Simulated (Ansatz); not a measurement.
# Decaying states in the gap of SrMgSeS, part 2 of 4

Aim: relax a made-up compound, SrMgSeS, and see how good a tunnel barrier it would be. It is built by putting Mg for part of the Sr in the Sr2SeS structure of space group R-3m, with the volume rescaled by atomic radii. The parent structure comes from the Materials Project.

Ansatz 0.2.0; PBEsol DFT, plane waves, PAW files (the session's first sound run).

So far. Step 2 (Relaxing the new crystal): The largest force component on a free atom ends at 0.0092 eV/Å.

The structure was built from a prototype and need not be the compound's stable phase.

## (3) Band edges

The energy window and the wavevectors of the next steps follow from the band edges, so these are searched first, off the mesh as well.

Contents of input.yaml:

```yaml
crystal:
  lattice:
    - [2.0188430537, 1.1655795805, 6.5740365236]
    - [-2.0188430537, 1.1655795805, 6.5740365236]
    - [0.0, -2.331159161, 6.5740365236]
  atoms:
    - { symbol: Mg, position: [0.2477699122, 0.2477699122, 0.2477699122] }
    - { symbol: Sr, position: [0.7536499385, 0.7536499385, 0.7536499385] }
    - { symbol: Se, position: [-0.0114824045, -0.0114824045, -0.0114824045] }
    - { symbol: S, position: [0.5100625538, 0.5100625538, 0.5100625538] }
kpoints:
  mp_grid: { grid: [6, 6, 6] }
  band_path: { path: [VBM, CBM], npoints: 30 }
scf:
  occupations: { method: fixed }
hamiltonian:
  xc: pbesol
output:
  eigenvalues: true
  write_potential: true
  write_density: true
  volumetric_format: npy
  elf: true
```

Command:

```console
ansatz run input.yaml --threads 2 --pin off --max-ram 4096MiB --backend cpu --events-out ev --progress --plain --runs-dir out
```

Numbers of over 12 decimals in the logs are rounded to 6 here.

The program printed:

```text
[...]
Crystal: 4 atoms, lattice volume = 92.817 Å³
Basis set: ecut = 420 eV, 1797 PW (Γ), FFT grids on a1−a2, a2, −a2+a3
Bands: 26, of which v1, the nominal top of the filled ones, is band 21 counted from 1 (20 counted from 0)
Symmetry: 6 space group operations
[...]
k-points: 32 of 216 (time reversal used)
[...]
SCF iter   1: F=—  HF=-11720.147146 eV  |F-HF|=—  |Δ(HF+E_count)|=         —  Δρ=3.28e-3  dr2=1.75e-2  ethr=1.77e-3  ⟨swp⟩=6.6  Hψ=3643  notcnv=0  defer=63
[...]
SCF iter   7: F=-11720.141225 eV  HF=-11720.141225 eV  |F-HF|=5.99e-9  |Δ(HF+E_count)|=   3.30e-8  Δρ=3.60e-6  dr2=1.10e-8  ethr=2.38e-10  ⟨swp⟩=11.1  Hψ=3952  notcnv=0
SCF 1 converged in 7 iterations: F = -11720.141225 eV  dr2 = 1.10e-8
[...]
NSCF: frozen V_eff on 32 k-points
[...]
SCF converged after 7 iterations
Free energy (F): -11720.141225 eV
[...]
Internal energy: -11720.141225 eV  (E = F + TS)
E sigma→0 (E₀):  -11720.141225 eV
Fermi energy:    6.989604 eV
[...]
--- Band table (eV; the first three rows and the last of 32) ---
  k-point 0: bands = [... 17 lower, 5.7504, 6.8839, 6.8839, 6.9896, 9.6288, 11.0218, 11.3673, 11.6126, ... 1 higher]
  k-point 1: bands = [... 17 lower, 5.6119, 5.8169, 6.6407, 6.7176, 10.4986, 10.9506, 11.8396, 12.1627, ... 1 higher]
  k-point 2: bands = [... 17 lower, 4.8157, 5.3094, 6.1136, 6.5158, 10.3587, 11.1104, 12.3299, 12.9826, ... 1 higher]
  k-point 31: bands = [... 17 lower, 5.9131, 5.9131, 6.6510, 6.6510, 10.3723, 11.0925, 11.7904, 11.7904, ... 1 higher]
```

The job ended after 13 s (2 threads of Arm Neoverse V2, shared host; peak memory 0.35 GiB).

This step gave:

```
Fermi energy        : 6.990 eV
gap on the k-mesh   : 2.323 eV
gap on path         : 2.323 eV, by band count; negative where bands overlap
direct gap on path  : 2.639 eV
edge places on path : 0, 0.9532 1/A along the path
```

Electronic bands along the path, in eV, zero at the Fermi level (highest filled level under fixed occupations); v1 is the highest filled band, c1 the lowest empty one:

```tsv
point	v4	v3	v2	v1	c1	c2	c3	c4
VBM	-1.24	-0.11	-0.11	0.00	2.64	4.03	4.38	4.62
halfway	-1.67	-1.48	-0.61	-0.43	3.47	3.93	5.09	5.38
CBM	-1.57	-1.21	-1.02	-0.91	2.32	3.52	4.51	7.18
```

The electronic bands as a text plot (rows in eV, shown from -4.0 to 4.6 only; labels by their first letter):

```
    4.4 |++++++++++++                       +++    ++++++++++++++
    4.1 |+++++++++++++++++++++    +++++++++++++++++++
    3.7 |                    +++++++                 +++++++++
    3.4 |            ++++++++       ++++++++                  +++
    3.0 |       +++++                       +++++
    2.6 |+++++++                                 +++++++++
    2.3 |                                                 +++++++
    1.9 |
    1.6 |
    1.2 |
    0.8 |
    0.5 |
    0.1 |********
   -0.3 |*****************************
   -0.6 |        ****         ***********************
   -1.0 |            ******                 *********************
   -1.3 |*********************************       ****************
   -1.7 |            ********   *********************************
   -2.1 |                    ***
   -2.4 |                       ******
   -2.8 |                             ************************
   -3.1 |                    ****************                 ***
   -3.5 |       *************                ******
   -3.9 |*******                                   **************
         V                                                      C
```

Valence density in the ac plane of the conventional cell at fractional y = 0.000, with atoms of Mg and Sr and Se and S within 0.2 Å of it. It is the smooth field of the valence electrons, not physical close to the nuclei.

Ten steps, logarithmic in the rise over the least value, from '_' (0 e/Å³) to '@' (26 e/Å³), each cell a mean:
```
++==::....__________..::--++
____________________________
____________....____________
____________......__________
__________........__________
%%##--________________..++%%
##++::__________________--**
__________..........________
____________......__________
____________....____________
....____________________....
----::::..__________..::----
::----::..__________..::--::
......________________......
____________....____________
__________..........________
....________....________....
======::____________..--====
======::____________..--====
....________......______....
__________..........________
____________________________
--::::..____________....::--
@@%%==::..________....--**@@
```
Columns run along a (4.0 Å), rows up along c (19.7 Å), edges of the conventional cell, whose origin can differ from the input's. Atoms in or near the plane, at fractional coordinates: Mg at (0.00, 0.75), Sr at (0.00, 0.25), Se at (0.00, 0.01), S at (0.00, 0.49).

Electrostatic potential energy in the ac plane of the conventional cell at fractional y = 0.000, with atoms of Mg and Sr and Se and S within 0.2 Å of it. With pseudopotentials it is smooth inside the atoms' cores, unlike the true potential.

Values in eV, 24 rows by 14 columns, each cell a mean:
```
 -5  -6  -3   5   9   9   9   9   9   9   8   2  -5  -6
 10  10   9   9   7   5   4   3   4   6   8   9  10  10
 10  10  10   9   7   6   4   4   5   6   8   9  10  10
 10  10  10  10  10   9   8   8   8   9  10  10  10  10
  2   4   6   9  10  10   9   9   9  10   9   8   5   3
-37 -32 -14   2   7  10  11  11  11   9   5  -3 -23 -35
-26 -20  -6   4   8  10  10  10  10   9   7   1 -12 -24
  8   8   9  10  10   9   8   7   8   9  10  10   9   8
 11  11  11  10  10   9   8   7   8   9  10  11  11  11
 11  10  10   9   7   5   4   3   4   6   8   9  10  11
  9   9   9   9   7   5   4   3   4   6   8   9   9   9
-21 -19  -8   5   9   9   9   9   9   9   8   0 -14 -21
-24 -26 -16   2   9  10  10  10  10  10   7  -5 -22 -26
  4   6   9  10   9   8   7   7   7   9  10   9   8   5
 11  11  11  11  10   8   7   7   8   9  10  11  11  11
 11  11  11  11  10   9   7   7   8   9  10  11  11  11
  0   2   5   7   9   9   9   9   9   9   8   6   4   1
-39 -36 -26  -5   4   8   9  10   9   7   1 -13 -32 -38
-38 -35 -25  -4   4   8  10  10   9   7   2 -13 -31 -37
  1   3   5   8   9  10  10   9  10   9   9   7   4   2
 11  11  11  11  10   9   8   8   9  10  10  11  11  11
 11  11  11  10   9   8   7   7   7   9  10  11  11  11
 -3  -2   2   8   9   9   8   8   8   9   9   6   0  -2
  1  -3 -10  -4   8  10  11  11  11  10   5  -9  -8   0
```
Columns run along a (4.0 Å; values clipped at the 3rd and 97th percentile), rows up along c (19.7 Å), edges of the conventional cell, whose origin can differ from the input's. Atoms in or near the plane, at fractional coordinates: Mg at (0.00, 0.75), Sr at (0.00, 0.25), Se at (0.00, 0.01), S at (0.00, 0.49).

ELF in the ac plane of the conventional cell at fractional y = 0.000, with atoms of Mg and Sr and Se and S within 0.2 Å of it. It is the smooth field of the valence electrons, not physical close to the nuclei.

Values, 24 rows by 14 columns, each cell a mean:
```
0.69 0.73 0.77 0.71 0.51 0.27 0.10 0.06 0.14 0.36 0.62 0.75 0.77 0.71
0.61 0.54 0.40 0.21 0.11 0.13 0.20 0.22 0.16 0.10 0.13 0.29 0.47 0.58
0.09 0.07 0.05 0.05 0.07 0.12 0.18 0.20 0.16 0.10 0.06 0.05 0.06 0.08
0.06 0.09 0.15 0.27 0.39 0.46 0.49 0.50 0.48 0.44 0.35 0.22 0.12 0.07
0.08 0.09 0.16 0.36 0.56 0.66 0.69 0.70 0.68 0.63 0.49 0.27 0.13 0.09
0.30 0.33 0.20 0.07 0.18 0.25 0.26 0.26 0.26 0.24 0.13 0.11 0.28 0.33
0.26 0.24 0.15 0.16 0.34 0.42 0.44 0.43 0.43 0.40 0.26 0.12 0.19 0.26
0.08 0.12 0.24 0.45 0.62 0.70 0.72 0.73 0.72 0.68 0.56 0.35 0.17 0.09
0.06 0.08 0.15 0.26 0.37 0.43 0.45 0.46 0.45 0.41 0.33 0.20 0.11 0.06
0.12 0.09 0.06 0.05 0.07 0.12 0.20 0.22 0.18 0.10 0.06 0.05 0.07 0.11
0.69 0.63 0.48 0.26 0.11 0.11 0.19 0.22 0.17 0.11 0.17 0.36 0.55 0.67
0.59 0.71 0.82 0.77 0.56 0.28 0.09 0.06 0.15 0.39 0.67 0.81 0.79 0.64
0.34 0.57 0.81 0.83 0.71 0.45 0.17 0.11 0.27 0.57 0.78 0.84 0.74 0.46
0.69 0.66 0.59 0.46 0.30 0.17 0.10 0.09 0.12 0.22 0.37 0.52 0.62 0.68
0.09 0.09 0.10 0.18 0.33 0.46 0.54 0.55 0.52 0.42 0.26 0.14 0.09 0.09
0.03 0.05 0.13 0.35 0.59 0.73 0.78 0.79 0.76 0.68 0.49 0.25 0.10 0.04
0.34 0.29 0.20 0.17 0.31 0.51 0.64 0.67 0.59 0.43 0.24 0.18 0.24 0.32
0.53 0.70 0.78 0.56 0.19 0.10 0.16 0.20 0.14 0.11 0.34 0.69 0.77 0.62
0.52 0.69 0.76 0.55 0.19 0.12 0.21 0.24 0.16 0.11 0.32 0.67 0.77 0.62
0.34 0.28 0.18 0.17 0.33 0.55 0.69 0.72 0.65 0.47 0.23 0.15 0.21 0.31
0.02 0.04 0.10 0.28 0.52 0.70 0.78 0.80 0.76 0.64 0.42 0.18 0.07 0.03
0.24 0.22 0.18 0.17 0.21 0.27 0.31 0.31 0.29 0.24 0.18 0.17 0.20 0.24
0.72 0.73 0.72 0.65 0.49 0.28 0.12 0.09 0.17 0.36 0.57 0.68 0.73 0.72
0.28 0.49 0.73 0.79 0.73 0.51 0.21 0.13 0.32 0.62 0.77 0.78 0.65 0.38
```
Columns run along a (4.0 Å), rows up along c (19.7 Å), edges of the conventional cell, whose origin can differ from the input's. Atoms in or near the plane, at fractional coordinates: Mg at (0.00, 0.75), Sr at (0.00, 0.25), Se at (0.00, 0.01), S at (0.00, 0.49).

The searched edges give 2.32 eV, as on the mesh.

## (4) Decaying states in the gap, plane (001)

This step: PBEsol DFT, plane waves, PAW files; complex bands by layer matching along the plane's normal (Ansatz 0.2.0).

The same crystal is laid in a cell whose first two vectors span the (001) plane (indices of the standard conventional cell, whose axes can be ordered otherwise than in the bulk input). At fixed energy and wavevector in the plane the solver finds all kz, real and complex. A few wavevectors are listed, (0, 0), (0, -0.5) and (0.5, 0) in units of the plane's reciprocal vectors; the slowest state needn't be among them.

Contents of input.yaml:

```yaml
crystal:
  lattice:
    - [4.037686107, 0.0, 0.0]
    - [2.018843054, 3.496738742, 0.0]
    - [2.018843054, -1.165579581, 6.574036524]
  atoms:
    - { symbol: Mg, position: [0.4955398244, 0.7522300878, 0.2566902634] }
    - { symbol: Sr, position: [0.507299877, 0.2463500615, 0.7390501845] }
    - { symbol: Se, position: [0.977035191, 0.0114824045, 0.0344472135] }
    - { symbol: S, position: [0.0201251076, 0.4899374462, 0.4698123386] }
kpoints:
  mp_grid: { grid: [8, 8, 8] }
scf:
  occupations: { method: fixed }
hamiltonian:
  xc: pbesol
output:
  eigenvalues: true
  transmission:
    leads: [[0, 0]]
    kpoints: [[0.0, 0.0], [0.0, -0.5], [0.5, 0.0]]
    e_range: [-1.0, 3.32]
    de: 0.07
```

The program printed:

```text
[...]
Crystal: 4 atoms, lattice volume = 92.817 Å³
Basis set: ecut = 420 eV, 1797 PW (Γ)
Bands: 26, of which v1, the nominal top of the filled ones, is band 21 counted from 1 (20 counted from 0)
Symmetry: 6 space group operations
[...]
k-points: 65 of 512 (time reversal used)
[...]
SCF iter   1: F=—  HF=-11720.148523 eV  |F-HF|=—  |Δ(HF+E_count)|=         —  Δρ=3.30e-3  dr2=1.79e-2  ethr=1.77e-3  ⟨swp⟩=6.6  Hψ=7441  notcnv=0  defer=130
[...]
SCF iter   7: F=-11720.142652 eV  HF=-11720.142652 eV  |F-HF|=6.06e-9  |Δ(HF+E_count)|=   2.34e-8  Δρ=3.49e-6  dr2=1.05e-8  ethr=2.38e-10  ⟨swp⟩=11.2  Hψ=7800  notcnv=0
SCF 1 converged in 7 iterations: F = -11720.142652 eV  dr2 = 1.05e-8
[...]
transmission: 10 of 30 steps passed
transmission: 20 of 30 steps passed
transmission: 30 of 30 steps passed
SCF converged after 7 iterations
Free energy (F): -11720.142652 eV
[...]
Internal energy: -11720.142652 eV  (E = F + TS)
E sigma→0 (E₀):  -11720.142652 eV
Fermi energy:    6.988960 eV
[...]
--- Band table (eV; the first three rows and the last of 65) ---
  k-point 0: bands = [... 17 lower, 5.7500, 6.8830, 6.8830, 6.9890, 9.6286, 11.0215, 11.3673, 11.6127, ... 1 higher]
  k-point 1: bands = [... 17 lower, 5.7698, 6.7249, 6.8526, 6.8526, 9.8828, 10.8577, 11.5137, 11.6604, ... 1 higher]
  k-point 2: bands = [... 17 lower, 5.8221, 6.1449, 6.7751, 6.7751, 10.3820, 10.6607, 11.7105, 11.7580, ... 1 higher]
  k-point 64: bands = [... 17 lower, 4.3057, 4.9070, 5.9886, 6.2627, 10.4498, 11.6020, 12.1829, 13.0508, ... 1 higher]
--- Transmission ---
  basis      : 121 plane waves across, 10 finite elements along
  points     : 3, as listed
  energies   : 62 from -1.000000 to 3.270000 eV about the Fermi level, 0.070000 eV apart; the leads are filled to 1.161626 eV, and channels, transmission and decay are at 1.170000 eV
  crystal 0  : S1Sr1Se1Mg1, at the sites [0, 0], period 6.5740 Å: whole cells are its period
    offset         : up to 0.0000 Å between an atom of the period and one for which it stands
    channels       : 0.000000e0 a spin
    conductance    : none, the energies end too early or step too widely for 300 K: set another output.transmission.e_range or a lower de, or, where they end at an eighth of basis.ecutwfc, a higher one
    slowest decay  : 0.1754 /Å at (0.0000, 0.0000)
```

The job ended after 25 s (2 threads; peak memory 0.42 GiB; 36 s of CPU time).

This step gave:

```
free energy                                               : -11720.1427 eV
Fermi energy                                              : 6.989 eV
level to which the leads are filled                       : 1.162 eV from the Fermi level
decay constant at the filling level, zone centre          : 0.1754 Å⁻¹
decay constant at the filling level, slowest listed point : 0.1754 Å⁻¹
```

K parallel (0, 0); values up to 1.5 1/Å, a degenerate pair printed once or twice; energies at which all values exceed this have no row. The Im kz of the slowest decaying states by energy, zero at the highest filled level on the SCF mesh:

```tsv
energy (eV)	decay 1 (Å⁻¹)	decay 2 (Å⁻¹)	decay 3 (Å⁻¹)	decay 4 (Å⁻¹)
-1.0000	0.163	0.867	1.06	1.22
-0.7200	0.241	0.843	1.03	1.19
-0.5100	0.202	0.824	1.00	1.18
-0.2300	0.798	0.971	1.15	-
-0.0200	0.188	0.778	0.946	1.13
0.2600	0.106	0.348	0.750	0.913
0.4700	0.136	0.409	0.728	0.889
0.7500	0.160	0.461	0.697	0.856
1.0300	0.172	0.495	0.664	0.824
1.2400	0.176	0.511	0.638	0.800
1.5200	0.175	0.524	0.600	0.768
1.7300	0.168	0.528	0.570	0.744
2.0100	0.151	0.526	0.528	0.712
2.2200	0.131	0.489	0.523	0.687
2.5000	0.0806	0.433	0.512	0.652
2.7800	0.365	0.496	0.616	0.821
2.9900	0.301	0.479	0.588	0.792
3.2700	0.168	0.452	0.548	0.751
```

K parallel (0, -0.5); values up to 1.5 1/Å, a degenerate pair printed once or twice; energies at which all values exceed this have no row. Im kz of the slowest decaying states against energy, zero at the highest filled level on the SCF mesh:

```tsv
energy (eV)	decay 1 (Å⁻¹)	decay 2 (Å⁻¹)	decay 3 (Å⁻¹)	decay 4 (Å⁻¹)
-1.00	0.118	0.180	1.06	1.07
-0.79	0.192	0.589	0.732	1.17
-0.58	0.220	0.663	1.23	1.47
-0.37	0.217	0.241	0.655	1.26
-0.16	0.256	0.305	0.645	1.28
-0.02	0.263	0.345	0.637	1.29
0.05	0.266	0.362	0.633	1.29
0.26	0.272	0.403	0.621	1.30
0.47	0.275	0.434	0.607	1.30
0.68	0.274	0.458	0.578	0.605
0.89	0.271	0.478	0.552	0.599
1.10	0.263	0.493	0.528	0.587
1.38	0.247	0.497	0.508	0.569
1.59	0.230	0.471	0.516	0.554
1.80	0.204	0.442	0.522	0.538
2.01	0.167	0.411	0.522	0.525
2.22	0.102	0.377	0.506	0.527
2.43	0.341	0.488	0.526	1.22
2.64	0.302	0.470	0.524	1.21
2.85	0.262	0.450	0.520	1.19
3.06	0.216	0.428	0.514	1.17
3.27	0.0763	0.160	0.404	0.506
```

K parallel (0.5, 0); values up to 1.5 1/Å, a degenerate pair printed once or twice; energies at which all values exceed this have no row. Im kz of the slowest decaying states against energy, zero at the highest filled level on the SCF mesh:

```tsv
energy (eV)	decay 1 (Å⁻¹)	decay 2 (Å⁻¹)	decay 3 (Å⁻¹)	decay 4 (Å⁻¹)
-1.0000	0.118	0.180	1.06	1.07
-0.7200	0.202	0.664	1.19	1.47
-0.5100	0.0989	0.228	0.661	1.24
-0.2300	0.252	0.281	0.649	1.28
-0.0200	0.263	0.345	0.637	1.29
0.2600	0.272	0.403	0.621	1.30
0.4700	0.275	0.434	0.607	1.30
0.7500	0.274	0.465	0.568	0.604
1.0300	0.266	0.488	0.536	0.592
1.2400	0.256	0.501	0.513	0.578
1.5200	0.236	0.480	0.514	0.559
1.7300	0.214	0.452	0.520	0.543
2.0100	0.167	0.411	0.522	0.525
2.2200	0.102	0.377	0.506	0.527
2.5000	0.328	0.482	0.526	1.21
2.7800	0.276	0.457	0.521	1.20
2.9900	0.232	0.436	0.516	1.18
3.2700	0.0763	0.160	0.404	0.506
```

At the listed wavevectors the last open channel is at -0.02 eV and the next at +2.36 eV on the grid. At +1.17 eV, the grid energy nearest the filling level (the middle of the gap on the SCF mesh), the slowest state at the listed wavevectors decays with κ = 0.175 Å⁻¹, its amplitude falling by e over 5.7 Å. Through 1 nm of this crystal that state's transmission falls by exp(−2 × 0.175 Å⁻¹ × 10 Å) = 0.030.

(Part 2 of 4 ends here.)

[Logs are printed without paths, hosts, clocks, repeated set-up lines and the standing remarks that a program may print on its own settings, such as how far it seeks lower states.]

[Hosts, paths, dates, database ids (printed as entryN), source tags and the programs' standing remarks are cut or masked in the printed files.]
